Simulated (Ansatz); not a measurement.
# Tl2S (model cell, started as cuprite): following an unstable mode, part 2 of 3

Aim: this structure of Tl2S (model cell, started as cuprite) is to be tested for unstable modes, and one is followed downhill.

Ansatz 0.2.0; DFT PBEsol, scalar-relativistic, plane waves, PAW.

So far, highest frequency on the path or at a solved wavevector (cm⁻¹): step 2 (phonons on a q mesh) 134. Also lowest frequency on the path (cm⁻¹): step 2 -147.

The structure was built from a prototype and need not be the compound's stable phase.

## Step 6: Relaxing from the distorted cell

Starting from the lowest point found, all atoms and the cell are let go, so that strain and other modes of the same symmetry can join in.

Contents of input.yaml:

```yaml
crystal:
  lattice:
    - [6.6368285313, 0.0, 0.0]
    - [0.0, 6.6368285313, 0.0]
    - [0.0, 0.0, 6.6368285313]
  atoms:
    - { symbol: S, position: [-0.047944293, 0.0, -0.047944293] }
    - { symbol: S, position: [0.452055707, 0.5, 0.452055707] }
    - { symbol: Tl, position: [0.2535745245, 0.2496282836, 0.2535745245] }
    - { symbol: Tl, position: [0.7539462409, 0.75, 0.2539462409] }
    - { symbol: Tl, position: [0.7535745245, 0.2503717164, 0.7535745245] }
    - { symbol: Tl, position: [0.2539462409, 0.75, 0.7539462409] }
kpoints:
  mp_grid: { grid: [6, 6, 6] }
hamiltonian:
  xc: pbesol
scf:
  occupations: { method: methfessel_paxton, width: 0.2 }
output:
  forces: true
  stress: true
  eigenvalues: true
  write_density: true
  write_potential: true
  elf: true
  volumetric_format: npy
relax:
  adjacent_minimum: "off"
  f_tol: 0.002
  max_steps: 120
  cell: { stress_tol: 0.03 }
```

Started as:

```console
> ansatz run input.yaml --threads 8 --pin off --max-ram 14336MiB --backend cpu --events-out ev --progress --plain --runs-dir out
```

Numbers of over 12 decimals in the logs are rounded to 6 here.

What it wrote:

```text
[...]
Crystal: 6 atoms, lattice volume = 292.336 Å³
Basis set: ecut = 420 eV, 5695 PW (Γ), exchange–correlation on 90×90×90 points (8 copies of the dense FFT grid, shifted against one another)
Bands: 39, of which v1, the nominal top of the filled ones, is band 32 counted from 1 (31 counted from 0)
Symmetry: 4 space group operations
[...]
k-points: 52 of 216 (time reversal used)
[...]
SCF iter   1: F=—  HF=-46950.769863 eV  |F-HF|=—  |Δ(HF+E_count)|=         —  Δρ=3.07e-3  dr2=4.45e-2  ethr=1.77e-3  ⟨swp⟩=6.4  Hψ=7440  notcnv=0
[...]
SCF iter   8: F=-46950.777740 eV  HF=-46950.777740 eV  |F-HF|=2.74e-8  |Δ(HF+E_count)|=   5.13e-7  S|Δr|=    0.00e0  Δρ=1.75e-6  dr2=2.03e-8  ethr=1.56e-10  ⟨swp⟩=13.8  Hψ=14872  notcnv=0
SCF 1 converged in 8 iterations: F = -46950.777740 eV  dr2 = 2.03e-8
[...]
relax step   1: F+E_penalty+E_count = -46950.77773970 eV  Δ(F+E_penalty+E_count) = +0.000e0 eV  max|allowed force component| = 7.908e-1 eV/Å  Δτ_max = 0.0000 Å  P = +0.490 GPa  Ω = 292.336 Å³  (8 SCF iters, dr2 threshold 1.00e-7 eV, accepted)
Crystal: 6 atoms, lattice volume = 295.835 Å³
Basis set: ecut = 420 eV, 5761 PW (Γ), exchange–correlation on 90×90×90 points (8 copies of the dense FFT grid, shifted against one another)
[...]
SCF iter   7: F=-46951.180175 eV  HF=-46951.180174 eV  |F-HF|=1.02e-6  |Δ(HF+E_count)|=   9.39e-6  S|Δr|=    0.00e0  Δρ=9.02e-6  dr2=4.58e-7  ethr=9.37e-10  ⟨swp⟩=9.6  Hψ=16229  notcnv=0
WARN: on these k-points the computed levels leave a gap of 0.7107 eV at the electron count, 3.6 widths of the methfessel_paxton smearing (0.2000 eV); against the step filling of these same bands (every level under the gap full, every level over it empty) smearing changes F+E_penalty+E_count by +0.092 meV and its σ→0 estimate by -0.144 meV; at least one of the two is larger in size than the energy tolerance (0.100 meV [...]
SCF 2 converged in 7 iterations: F = -46951.180175 eV  dr2 = 4.58e-7
[...]
relax step   2: F+E_penalty+E_count = -46951.18017473 eV  Δ(F+E_penalty+E_count) = -4.024e-1 eV  max|allowed force component| = 2.440e-1 eV/Å  Δτ_max = 0.1911 Å  P = -0.624 GPa  Ω = 295.835 Å³  energy of the carried Pulay correction = -3.635e-4 eV  (7 SCF iters, dr2 threshold 6.00e-7 eV, accepted)
Crystal: 6 atoms, lattice volume = 288.608 Å³
Basis set: ecut = 420 eV, 5643 PW (Γ), exchange–correlation on 90×90×90 points (8 copies of the dense FFT grid, shifted against one another)
[...]
SCF iter   7: F=-46951.502108 eV  HF=-46951.502107 eV  |F-HF|=8.32e-7  |Δ(HF+E_count)|=   9.41e-6  S|Δr|=    0.00e0  Δρ=9.36e-6  dr2=4.56e-7  ethr=9.37e-10  ⟨swp⟩=12.7  Hψ=16483  notcnv=0
SCF 3 converged in 7 iterations: F = -46951.502108 eV  dr2 = 4.56e-7
relax step   3: F+E_penalty+E_count = -46951.50210825 eV  Δ(F+E_penalty+E_count) = -3.219e-1 eV  max|allowed force component| = 2.325e-1 eV/Å  Δτ_max = 0.1951 Å  P = -1.439 GPa  Ω = 288.608 Å³  energy of the carried Pulay correction = +3.937e-4 eV  (7 SCF iters, dr2 threshold 6.00e-7 eV, accepted)
[... from here on, the SCF cycles and remarks between the steps are left out ...]
relax step   4: F+E_penalty+E_count = -46951.86591285 eV  Δ(F+E_penalty+E_count) = -3.638e-1 eV  max|allowed force component| = 1.359e-1 eV/Å  Δτ_max = 0.1978 Å  P = -2.136 GPa  Ω = 269.573 Å³  energy of the carried Pulay correction = +2.515e-3 eV  (7 SCF iters, dr2 threshold 6.00e-7 eV, accepted)
relax step   5: F+E_penalty+E_count = -46952.40755855 eV  Δ(F+E_penalty+E_count) = -5.416e-1 eV  max|allowed force component| = 6.906e-2 eV/Å  Δτ_max = 0.1934 Å  P = -2.330 GPa  Ω = 236.304 Å³  energy of the carried Pulay correction = +6.744e-3 eV  (7 SCF iters, dr2 threshold 6.00e-7 eV, accepted)
relax step   6: F+E_penalty+E_count = -46952.83695254 eV  Δ(F+E_penalty+E_count) = -4.294e-1 eV  max|allowed force component| = 6.222e-2 eV/Å  Δτ_max = 0.1435 Å  P = -1.208 GPa  Ω = 204.522 Å³  energy of the carried Pulay correction = +1.157e-2 eV  (8 SCF iters, dr2 threshold 6.00e-7 eV, accepted)
relax step   7: F+E_penalty+E_count = -46952.78254962 eV  Δ(F+E_penalty+E_count) = +5.440e-2 eV  max|allowed force component| = 4.353e-1 eV/Å  Δτ_max = 0.1770 Å  P = +1.979 GPa  Ω = 178.498 Å³  energy of the carried Pulay correction = +1.629e-2 eV  (7 SCF iters, dr2 threshold 6.00e-7 eV, rejected (line search))
relax step   8: F+E_penalty+E_count = -46952.92796715 eV  Δ(F+E_penalty+E_count) = -9.101e-2 eV  max|allowed force component| = 9.636e-2 eV/Å  Δτ_max = 0.0609 Å  P = -0.159 GPa  Ω = 193.498 Å³  energy of the carried Pulay correction = +1.347e-2 eV  (12 SCF iters, accepted)
relax step   9: F+E_penalty+E_count = -46953.02146247 eV  Δ(F+E_penalty+E_count) = -9.350e-2 eV  max|allowed force component| = 7.121e-2 eV/Å  Δτ_max = 0.1000 Å  P = +0.140 GPa  Ω = 188.535 Å³  energy of the carried Pulay correction = +1.437e-2 eV  (6 SCF iters, dr2 threshold 6.00e-7 eV, accepted)
relax step  10: F+E_penalty+E_count = -46953.11434777 eV  Δ(F+E_penalty+E_count) = -9.289e-2 eV  max|allowed force component| = 1.940e-1 eV/Å  Δτ_max = 0.1443 Å  P = +1.279 GPa  Ω = 177.610 Å³  energy of the carried Pulay correction = +1.646e-2 eV  (6 SCF iters, dr2 threshold 6.00e-7 eV, accepted)
relax step  11: F+E_penalty+E_count = -46953.34374108 eV  Δ(F+E_penalty+E_count) = -2.294e-1 eV  max|allowed force component| = 8.950e-2 eV/Å  Δτ_max = 0.1941 Å  P = +1.104 GPa  Ω = 173.289 Å³  energy of the carried Pulay correction = +1.733e-2 eV  (6 SCF iters, dr2 threshold 6.00e-7 eV, accepted)
relax step  12: F+E_penalty+E_count = -46953.52785572 eV  Δ(F+E_penalty+E_count) = -1.841e-1 eV  max|allowed force component| = 9.865e-2 eV/Å  Δτ_max = 0.1203 Å  P = +0.725 GPa  Ω = 170.585 Å³  energy of the carried Pulay correction = +1.789e-2 eV  (7 SCF iters, dr2 threshold 6.00e-7 eV, accepted)
relax step  13: F+E_penalty+E_count = -46953.67186915 eV  Δ(F+E_penalty+E_count) = -1.440e-1 eV  max|allowed force component| = 5.482e-2 eV/Å  Δτ_max = 0.1094 Å  P = +0.086 GPa  Ω = 168.557 Å³  energy of the carried Pulay correction = +1.831e-2 eV  (6 SCF iters, dr2 threshold 6.00e-7 eV, accepted)
relax step  14: F+E_penalty+E_count = -46953.71902654 eV  Δ(F+E_penalty+E_count) = -4.716e-2 eV  max|allowed force component| = 1.757e-1 eV/Å  Δτ_max = 0.0636 Å  P = +0.773 GPa  Ω = 162.215 Å³  energy of the carried Pulay correction = +1.968e-2 eV  (5 SCF iters, dr2 threshold 6.00e-7 eV, accepted)
relax step  15: F+E_penalty+E_count = -46953.60963875 eV  Δ(F+E_penalty+E_count) = +1.094e-1 eV  max|allowed force component| = 6.304e-1 eV/Å  Δτ_max = 0.1932 Å  P = -0.366 GPa  Ω = 160.902 Å³  energy of the carried Pulay correction = +1.998e-2 eV  (7 SCF iters, dr2 threshold 6.00e-7 eV, rejected (line search))
relax step  16: F+E_penalty+E_count = -46953.73207567 eV  Δ(F+E_penalty+E_count) = -1.305e-2 eV  max|allowed force component| = 1.966e-2 eV/Å  Δτ_max = 0.0414 Å  P = -0.280 GPa  Ω = 165.392 Å³  energy of the carried Pulay correction = +1.899e-2 eV  (10 SCF iters, accepted)
relax step  17: F+E_penalty+E_count = -46953.73340849 eV  Δ(F+E_penalty+E_count) = -1.333e-3 eV  max|allowed force component| = 3.519e-2 eV/Å  Δτ_max = 0.0208 Å  P = +0.161 GPa  Ω = 163.394 Å³  energy of the carried Pulay correction = +1.942e-2 eV  (5 SCF iters, dr2 threshold 4.53e-7 eV, accepted)
relax step  18: F+E_penalty+E_count = -46953.73406123 eV  Δ(F+E_penalty+E_count) = -6.527e-4 eV  max|allowed force component| = 3.445e-3 eV/Å  Δτ_max = 0.0095 Å  P = -0.015 GPa  Ω = 164.173 Å³  energy of the carried Pulay correction = +1.925e-2 eV  (5 SCF iters, dr2 threshold 2.79e-7 eV, accepted)
relax step  19: F+E_penalty+E_count = -46953.73412458 eV  Δ(F+E_penalty+E_count) = -6.335e-5 eV  max|allowed force component| = 6.045e-4 eV/Å  Δτ_max = 0.0062 Å  P = +0.001 GPa  Ω = 164.098 Å³  energy of the carried Pulay correction = +1.927e-2 eV  (6 SCF iters, dr2 threshold 7.42e-10 eV, accepted)
relax step  20: F+E_penalty+E_count = -46953.73076358 eV  Δ(F+E_penalty+E_count) = +3.361e-3 eV  max|allowed force component| = 6.040e-4 eV/Å  Δτ_max = 0.0000 Å  P = -0.024 GPa  Ω = 164.098 Å³  stress off target by 3.33e-2 GPa  SCF on the basis re-selected at this cell (its energy is not comparable with the rows above)  (6 SCF iters)
relax step  21: F+E_penalty+E_count = -46953.73082540 eV  Δ(F+E_penalty+E_count) = -6.181e-5 eV  max|allowed force component| = 4.386e-4 eV/Å  Δτ_max = 0.0019 Å  P = -0.000 GPa  Ω = 163.916 Å³  energy of the carried Pulay correction = +3.203e-5 eV  (5 SCF iters, dr2 threshold 2.77e-9 eV, accepted)
[...]
SCF iter   4: F=-46953.730793 eV  HF=-46953.730793 eV  |F-HF|=0.00e0  |Δ(HF+E_count)|=  1.60e-10  S|Δr|=    0.00e0  Δρ=7.46e-8  dr2=1.66e-11  ethr=1.00e-12  ⟨swp⟩=5.3  Hψ=10069  notcnv=0
SCF 22 converged in 4 iterations: F = -46953.730793 eV  dr2 = 1.66e-11
relax step  22: F+E_penalty+E_count = -46953.73079288 eV  Δ(F+E_penalty+E_count) = +3.252e-5 eV  max|allowed force component| = 4.385e-4 eV/Å  Δτ_max = 0.0000 Å  P = -0.000 GPa  Ω = 163.916 Å³  stress off target by 3.35e-3 GPa  SCF on the basis re-selected at this cell (its energy is not comparable with the rows above)  (4 SCF iters)
[...]
SCF converged after 4 iterations
[...]
Free energy (F): -46953.730793 eV
[...]
Internal energy: -46953.735739 eV  (E = F + TS)
E sigma→0 (E₀):  -46953.732030 eV
Entropy (-TS):   0.004947 eV (0.824 meV/atom)
Fermi energy:    7.964424 eV
[...]
--- Forces (eV/Å), atoms counted from 1 ---
  atom   1  S     -0.00015292    -0.00006353    -0.00015292
  atom   2  S     -0.00015292     0.00006353    -0.00015292
  atom   3  Tl     0.00014402    -0.00043855     0.00014402
  atom   4  Tl     0.00000878    -0.00000000     0.00000878
  atom   5  Tl     0.00014402     0.00043855     0.00014402
  atom   6  Tl     0.00000878     0.00000000     0.00000878
  max |Σ_I F_I| component: 2.56e-7 eV/Å
--- Stress (GPa, compression-positive) ---
       -0.001926       0.000000       0.000061
        0.000000       0.003348       0.000000
        0.000061       0.000000      -0.001926
  P = ⅓ Tr σ = -0.0002 GPa (-0.002 kbar)
--- Band table (eV; the first three rows and the last of 52) ---
  k-point 0: bands = [... 28 lower, 6.4312, 6.4312, 6.4406, 8.4845, 9.6525, 9.6525, 10.3942, 11.2579, ... 3 higher]
  k-point 1: bands = [... 28 lower, 6.4657, 6.4952, 6.5357, 8.2659, 9.7458, 9.8718, 10.2998, 10.7444, ... 3 higher]
  k-point 2: bands = [... 28 lower, 6.4712, 6.7517, 7.2033, 7.6787, 9.1590, 9.7127, 10.3708, 10.9659, ... 3 higher]
  k-point 51: bands = [... 28 lower, 6.5198, 6.5198, 7.2264, 7.2264, 7.7232, 7.7232, 11.3560, 11.3560, ... 3 higher]
--- Relaxed structure (20 steps of the walk, 18 accepted, 2 SCFs on fresh bases) ---
  F+E_penalty+E_count = -46953.73079288 eV   max|allowed force component| = 4.385e-4 eV/Å   (the final SCF, on the basis selected at the relaxed cell)
  cell:  # Å, volume = 163.9160 Å³
    - [4.734671, 0.0, -8.733061543231302e-6]
    - [0.0, 7.312095, 0.0]
    - [-8.733061543231302e-6, 0.0, 4.734671]
  atoms:
    - { symbol: S, position: [-0.180093, 0.034373, -0.180093] }
    - { symbol: S, position: [0.319907, 0.465627, 0.319907] }
    - { symbol: Tl, position: [0.319803, 0.097179, 0.319803] }
    - { symbol: Tl, position: [0.819866, 0.750000, 0.319866] }
    - { symbol: Tl, position: [0.819803, 0.402821, 0.819803] }
    - { symbol: Tl, position: [0.319866, 0.750000, 0.819866251908] }
```

Elapsed: 4.4 min, on 8 threads of Arm Neoverse N1, shared host; peak memory 1.1 GiB; 34 min of CPU time.

Relaxation path:

```
step  energy less that of the first step (eV)  largest force component (eV/Å)  pressure (GPa)  volume (Å³)
   1                                   0.0000                          0.7908            0.49       292.34
   2                                  -0.4024                          0.2440           -0.62       295.84
   3                                  -0.7244                          0.2325           -1.44       288.61
   4                                  -1.0882                          0.1359           -2.14       269.57
   5                                  -1.6298                          0.0691           -2.33       236.30
   6                                  -2.0592                          0.0622           -1.21       204.52
   7                                  -2.0048                          0.4353            1.98       178.50
   8                                  -2.1502                          0.0964           -0.16       193.50
   9                                  -2.2437                          0.0712            0.14       188.54
  10                                  -2.3366                          0.1940            1.28       177.61
  11                                  -2.5660                          0.0895            1.10       173.29
  12                                  -2.7501                          0.0987            0.73       170.58
  13                                  -2.8941                          0.0548            0.09       168.56
  14                                  -2.9413                          0.1757            0.77       162.21
  15                                  -2.8319                          0.6304           -0.37       160.90
  16                                  -2.9543                          0.0197           -0.28       165.39
  17                                  -2.9557                          0.0352            0.16       163.39
  18                                  -2.9563                          0.0034           -0.01       164.17
  19                                  -2.9564                          0.0006            0.00       164.10
 20*                                  -2.9530                          0.0006           -0.02       164.10
  21                                  -2.9531                          0.0004            0.00       163.92
 22*                                  -2.9531                          0.0004            0.00       163.92
```

Relaxation steps marked * repeat the geometry before them on a plane-wave basis chosen anew for their cell, so energy and pressure can jump there. Relaxation steps 7, 15 were tried and not accepted.

The run keeps the 4 symmetry operations that it works with, so distortions that break them were not tested.

```csv
cell as run,before,after,change
a (Å),6.637,4.735,-28.7 %
b (Å),6.637,7.312,+10.2 %
c (Å),6.637,4.735,-28.7 %
volume (Å³/atom),48.72,27.32,-43.9 %
```

The atoms that moved most (Å, as changes of fractional coordinates times the final cell):

```csv
atom,dx,dy,dz,length
Tl5,0.314,1.115,0.314,1.200
Tl3,0.314,-1.115,0.314,1.200
S1,-0.626,0.251,-0.626,0.920
S2,-0.626,-0.251,-0.626,0.920
Tl4,0.312,0.000,0.312,0.441
Tl6,0.312,0.000,0.312,0.441
```

Numbers from this step:

```
pressure          : -1.68e-4 GPa
volume per atom   : 27.32 Å³
gap on the k-mesh : 0 eV
```

Electrostatic potential energy in the bc plane at fractional x = 0.320, with atoms of S and Tl within 0.2 Å of it. With pseudopotentials it is smooth inside the atoms' cores, unlike the true potential.

Ten even steps from '_' (-37 eV) to '@' (12 eV), each cell a mean:
```
@@@@@@@@@@@@@@@@@@@@@@@@%%--____..++%%@@
@@@@@@@@@@@@@@@@@@@@@@@@**________--%%@@
@@@@@@@@@@@@@@@@@@@@@@@@**..______--%%@@
@@@@@@@@@@@@@@@@@@@@@@@@%%==..__::**%%@@
@@@@%%@@@@@@@@@@@@@@@@@@@@%%****##%%@@@@
##**++##%%@@@@@@%%##%%@@@@@@@@@@@@@@@@@@
--____..**%%@@##--::--**@@@@@@@@@@@@@@##
________--%%%%++..--..==%%@@@@@@@@@@@@**
________--%%%%++..::..==%%@@@@@@@@@@@@**
==..__::**%%@@%%==::==##@@@@@@@@@@@@@@%%
%%****##%%@@@@@@%%%%%%@@@@@@@@%%@@@@@@@@
@@@@@@@@@@@@@@@@@@@@@@@@@@##**++**%%@@@@
```
Columns run along b (7.3 Å; values clipped at the 3rd and 97th percentile), rows up along c (4.7 Å). Atoms in or near the plane, at fractional coordinates: S at (0.47, 0.32), Tl at (0.10, 0.32), Tl at (0.75, 0.82).

Valence density in the bc plane at fractional x = 0.320, with atoms of S and Tl within 0.2 Å of it. It is the smooth field of the valence electrons, not physical close to the nuclei.

Values in e/Å³, 7 rows by 16 columns, each cell a mean:
```
0.0 0.0 0.0 0.0 0.0 0.0 0.0 0.0 0.1 0.2 1.2 3.6 4.6 2.0 0.5 0.1
0.0 0.0 0.0 0.0 0.0 0.0 0.0 0.0 0.1 0.3 1.4 4.5 5.8 2.5 0.5 0.1
0.1 0.2 0.1 0.1 0.0 0.1 0.1 0.2 0.2 0.2 0.4 0.9 1.0 0.5 0.2 0.1
1.0 1.9 1.6 0.5 0.2 0.3 0.6 0.8 0.7 0.4 0.2 0.1 0.1 0.1 0.1 0.3
3.0 6.6 5.2 1.5 0.4 0.6 1.0 0.5 0.9 0.7 0.2 0.1 0.0 0.1 0.1 0.6
1.5 3.0 2.4 0.8 0.2 0.4 0.8 0.9 0.9 0.5 0.2 0.1 0.1 0.1 0.1 0.4
0.2 0.3 0.2 0.1 0.1 0.1 0.2 0.3 0.2 0.2 0.2 0.5 0.6 0.3 0.1 0.1
```
Columns run along b (7.3 Å), rows up along c (4.7 Å). Atoms in or near the plane, at fractional coordinates: S at (0.47, 0.32), Tl at (0.10, 0.32), Tl at (0.75, 0.82).

ELF in the bc plane at fractional x = 0.320, with atoms of S and Tl within 0.2 Å of it. It is the smooth field of the valence electrons, not physical close to the nuclei.

Ten even steps from '_' (0.01) to '@' (0.85), each cell a mean:
```
________________........--==--::====--..
______________________::==--____..==--..
______________________::==--____..==--..
______________..........--==----====--..
::----::....::==**##++::..--======--....
========--::==%%@@@@@@##--..::::::....--
==::::----::++@@@@%%@@@@##::..____..--==
--____..----**@@++..==@@%%==..____::==++
--____..----**@@**::++@@%%==..____::==++
==----==--::++@@@@@@@@@@**::........--==
--======::..--##@@@@@@**::..::--::....::
..::::::..__..==++**==::::--======--....
```
Columns run along b (7.3 Å), rows up along c (4.7 Å). Atoms in or near the plane, at fractional coordinates: S at (0.47, 0.32), Tl at (0.10, 0.32), Tl at (0.75, 0.82).

The distorted start has space group Aem2; the relaxation ends in P4/nmm.

## Step 7: The new phase in its own primitive cell

The relaxed structure is symmetrised, reduced to its primitive cell and relaxed tightly, as its phonons need.

Contents of input.yaml:

```yaml
crystal:
  lattice:
    - [4.7346710818, 0.0, 0.0]
    - [0.0, 4.7346710818, 0.0]
    - [0.0, 0.0, 7.3120953696]
  atoms:
    - { symbol: S, position: [0.5, 0.0, 0.7156271269] }
    - { symbol: S, position: [0.0, 0.5, 0.2843728731] }
    - { symbol: Tl, position: [0.0, 0.5, 0.6528210132] }
    - { symbol: Tl, position: [0.5, 0.5, 0.0] }
    - { symbol: Tl, position: [0.5, 0.0, 0.3471789868] }
    - { symbol: Tl, position: [0.0, 0.0, 0.0] }
kpoints:
  mp_grid: { grid: [8, 8, 6] }
hamiltonian:
  xc: pbesol
scf:
  occupations: { method: methfessel_paxton, width: 0.2 }
output:
  forces: true
  stress: true
  eigenvalues: true
relax:
  adjacent_minimum: "off"
  f_tol: 0.001
  max_steps: 60
  cell: { stress_tol: 0.01 }
```

What it wrote:

```text
[...]
Crystal: 6 atoms, lattice volume = 163.916 Å³
Basis set: ecut = 420 eV, 3201 PW (Γ), exchange–correlation on 64×64×100 points (8 copies of the dense FFT grid, shifted against one another)
Bands: 39, of which v1, the nominal top of the filled ones, is band 32 counted from 1 (31 counted from 0)
Symmetry: 16 space group operations
[...]
k-points: 60 of 384
[...]
--- Relaxed structure (3 steps of the walk, 3 accepted, 1 SCFs on fresh bases) ---
[...]
cell:  # Å, volume = 163.8620 Å³
    - [4.733894, 0, 0]
    - [0, 4.733894, 0]
    - [0, 0, 7.312084]
  atoms:
    - { symbol: S, position: [0.5, 0, 0.715682] }
    - { symbol: S, position: [0, 0.5, 0.284318] }
    - { symbol: Tl, position: [0, 0.5, 0.652781] }
    - { symbol: Tl, position: [0.5, 0.5, 0] }
    - { symbol: Tl, position: [0.5, 0, 0.347219] }
    - { symbol: Tl, position: [0, 0, 0] }
[key lines of the parts left out:]
SCF converged after 5 iterations
Free energy (F): -46953.728020 eV
Fermi energy:    7.942587 eV
P = ⅓ Tr σ = 0.0007 GPa (0.007 kbar)
```

Wall time 17 s (8 threads); peak memory 0.83 GiB; 2.2 min of CPU time.

Little changed from the start: no atom moved by 0.005 Å and no cell edge by 0.1 %.

This step gave:

```yaml
pressure: 6.65e-4 GPa
volume_per_atom: 27.31 Å³
```

The largest force component left is 0.46 meV/Å and the pressure is 0.001 GPa, within the tolerances set. The cell now holds 27.31 Å³/atom.

(Continued in part 3 of 3.)

[Logs are printed without paths, hosts, clocks, repeated set-up lines and the standing remarks that a program may print on its own settings, such as how far it seeks lower states.]

[Hosts, paths, dates, database ids (printed as entryN), source tags and the programs' standing remarks are cut or masked in the printed files.]
